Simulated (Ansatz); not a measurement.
# Lattice dynamics of CoSi2 (Fm-3m), part 3 of 3

Wanted: phonon frequencies of CoSi2 (Fm-3m) and what follows from them.

Ansatz 0.2.0; DFT PBEsol, scalar-relativistic, plane waves, PAW; PAW set soft_1.

So far. Step 3 (Relaxing to small forces for the phonons): The forces vanish by symmetry and the pressure is 0.000 GPa, within the tolerances set. The cell now holds 12.49 Å³/atom. Step 4 (Zone-centre response): Before it was imposed, the acoustic sum rule was missed by 2.9e-5 eV/Å². Small misses are needed for a sound result but don't prove that mesh and cutoff are converged. The lowest optical mode is real, 342 cm⁻¹. The relaxed cell has a = 5.313 Å (conventional setting).

The database entry behind the starting cell differs from later determinations by our own check (0.1 to 0.3 % short, probably kX units), so it need not match the best structure at ambient conditions.

### Step 5. Response at finite wavevector (continued)

Phonopy on the run's constants, 19x19x19 mesh, Gaussian sigma 3.1 cm-1. Interpolated from a 4×4×4 q mesh. Table of partial phonon density of states by wavenumber; read off at these points; values in 1/cm⁻¹/cell:

| wavenumber (cm⁻¹) | Co | Si |
| --- | --- | --- |
| -10.0 | 0 | 0 |
| 0.0 | 2.7e-5 | 2.7e-5 |
| 10.0 | 0 | 0 |
| 20.0 | 1.6e-4 | 1.5e-4 |
| 30.0 | 1.9e-4 | 1.7e-4 |
| 40.0 | 7.1e-4 | 6.4e-4 |
| 50.0 | 5.1e-4 | 4.5e-4 |
| 60.0 | 0.00137 | 0.00117 |
| 70.0 | 0.00134 | 0.00111 |
| 80.0 | 0.00262 | 0.00209 |
| 90.0 | 0.00353 | 0.00262 |
| 100.0 | 0.00418 | 0.00288 |
| 110.0 | 0.00662 | 0.00434 |
| 120.0 | 0.0105 | 0.00618 |
| 130.0 | 0.0123 | 0.00674 |
| 140.0 | 0.0130 | 0.00688 |
| 146.6 | 0.0142 | 0.00729 |
| 150.0 | 0.0133 | 0.00662 |
| 160.0 | 0.0136 | 0.00651 |
| 170.0 | 0.0130 | 0.00587 |
| 180.0 | 0.0129 | 0.00547 |
| 190.0 | 0.00907 | 0.00378 |
| 200.0 | 0.00810 | 0.00348 |
| 210.0 | 0.00676 | 0.00275 |
| 220.0 | 0.00648 | 0.00253 |
| 230.0 | 0.00554 | 0.00214 |
| 240.0 | 0.00468 | 0.00165 |
| 250.0 | 0.00961 | 0.00305 |
| 260.0 | 0.0162 | 0.00782 |
| 265.5 | 0.0173 | 0.0248 |
| 270.0 | 0.0146 | 0.0315 |
| 280.0 | 0.00799 | 0.0378 |
| 281.7 | 0.00748 | 0.0387 |
| 290.0 | 0.00727 | 0.0377 |
| 300.0 | 0.00700 | 0.0363 |
| 310.0 | 0.00469 | 0.0357 |
| 320.0 | 0.00419 | 0.0354 |
| 330.0 | 0.00361 | 0.0290 |
| 340.0 | 0.00351 | 0.0212 |
| 350.0 | 0.00613 | 0.0218 |
| 360.0 | 0.0123 | 0.0347 |
| 370.0 | 0.0159 | 0.0462 |
| 380.0 | 0.0170 | 0.0611 |
| 384.3 | 0.0192 | 0.0849 |
| 387.0 | 0.0189 | 0.0888 |
| 390.0 | 0.0165 | 0.0753 |
| 400.0 | 0.00160 | 0.00610 |
| 410.0 | 0 | 0 |

Harmonic thermodynamic functions per atom, from the density of states. Interpolated from a 4×4×4 q mesh. Thermodynamic functions, by row:

```
T (K)  F_vib (meV/atom)  S (J/mol-atom/K)  C_V (J/mol-atom/K)
    0             53.76                 0                   0
   50             53.67             0.679               1.892
  100             52.62             3.737               7.986
  200             44.18             12.62               17.42
  300             26.87             20.49               21.09
  400              2.24              26.8               22.65
  500            -28.29             31.95               23.44
  600             -63.7             36.27               23.88
  700            -103.3             39.97               24.16
  800            -146.4             43.21               24.34
  900            -192.7             46.09               24.46
 1000            -241.8             48.67               24.55
```

Harmonic mean-square displacement, third of the trace. Interpolated from a 4×4×4 q mesh. Mean square displacements, by row:

| T (K) | Co1 U_eq (Å²) | Si2 U_eq (Å²) | Si3 U_eq (Å²) |
| --- | --- | --- | --- |
| 0 | 0.00145 | 0.00216 | 0.00216 |
| 100 | 0.00192 | 0.00253 | 0.00253 |
| 300 | 0.00425 | 0.00472 | 0.00472 |
| 600 | 0.00817 | 0.00876 | 0.00876 |

Symmetry leaves 8 wavevectors to solve. The lowest mode among them, the acoustic zeros apart, lies at q = (0, 0, 0.25) and is real, 86.7 cm⁻¹.

### Step 6. Isotope substitution

An isotope changes the mass and not the force constants, so no new electronic calculation is needed; the shifts show which modes move this element.

The same force constants with the mass of Si changed from 28.085 to 29.974 u (phonopy, no LO-TO term). Both lists are sorted by frequency; levels can cross, so a row need not hold one and the same mode. Modes under 3 cm⁻¹ are left out. Isotope shifts, by row:

```
          q  rank  natural mass (cm⁻¹)  changed mass (cm⁻¹)
      0 0 0     4                342.1                331.1
      0 0 0     5                342.1                331.1
      0 0 0     6                342.1                331.1
      0 0 0     7                343.2                337.6
      0 0 0     8                343.2                337.6
      0 0 0     9                343.2                337.6
   0 0 0.25     1                86.67                85.47
   0 0 0.25     2                86.67                85.47
   0 0 0.25     3                196.8                194.3
   0 0 0.25     4                315.6                306.1
   0 0 0.25     5                323.1                313.9
   0 0 0.25     6                323.1                313.9
   0 0 0.25     7                  361                353.1
   0 0 0.25     8                  361                353.1
   0 0 0.25     9                377.7                369.4
   0 0 -0.5     1                  120                118.6
   0 0 -0.5     2                  120                118.6
   0 0 -0.5     3                308.2                306.7
   0 0 -0.5     4                322.3                  312
   0 0 -0.5     5                322.3                  312
   0 0 -0.5     6                349.8                340.2
   0 0 -0.5     7                360.2                348.7
   0 0 -0.5     8                366.8                359.1
   0 0 -0.5     9                366.8                359.1
0 0.25 0.25     1                124.1                122.4
0 0.25 0.25     2                124.1                122.4
0 0.25 0.25     3                202.8                200.7
0 0.25 0.25     4                301.3                293.3
0 0.25 0.25     5                301.3                293.3
0 0.25 0.25     6                314.2                304.1
0 0.25 0.25     7                376.3                367.3
0 0.25 0.25     8                376.3                367.3
0 0.25 0.25     9                376.9                368.6
```

A mode of this element alone would shift by -3.20 %. The highest zone-centre frequency without the field goes from 343.2 to 337.6 cm⁻¹ (-1.6 %). The product of the frequency ratios over all optical modes at Γ is 0.863; the product rule, (m/m′)^(3k/2) (M′/M)^(3/2) with k = 2 such atoms and M the mass of the cell, gives 0.863.

### Step 7. What came out

- space group after relaxation (within 0.01 Å): Fm-3m
- volume per atom: 12.5 Å³
- electronic character: no gap on this mesh
- highest optical mode at the zone centre (no LO-TO term): 343 cm⁻¹
- lowest optical zone-centre mode: 342 cm⁻¹
- lowest mode on the q mesh (acoustic modes at Γ apart): 86.7 cm⁻¹
- highest frequency on the path or at a solved wavevector: 398 cm⁻¹
- zero-point energy per atom: 53.8 meV
- heat capacity at 300 K: 21.1 J/(mol atoms K)
- vibrational entropy at 300 K: 20.5 J/(mol atoms K)
- Debye temperature (second moment): 562 K
- imaginary modes on the 4×4×4 q mesh: none

The structure is a minimum as far as tested: no mode is imaginary at the 8 irreducible wavevectors of the 4×4×4 mesh, and the softest away from the acoustic zeros lies at 87 cm⁻¹. The optical modes at Γ span 342 to 343 cm⁻¹. With no gap, or one that is small against the smearing, the frequencies hang on the k mesh and the smearing, most of all near Kohn anomalies. The phonon runs are without spin polarisation, although the cell has an odd electron count. The PAW files were made for PBE and serve the other functionals too. These are harmonic frequencies at zero temperature: anharmonic shifts, linewidths and thermal expansion are left out.

[Logs are printed without paths, hosts, clocks, repeated set-up lines and the standing remarks that a program may print on its own settings, such as how far it seeks lower states.]

[Hosts, paths, dates, database ids (printed as entryN), source tags and the programs' standing remarks are cut or masked in the printed files.]
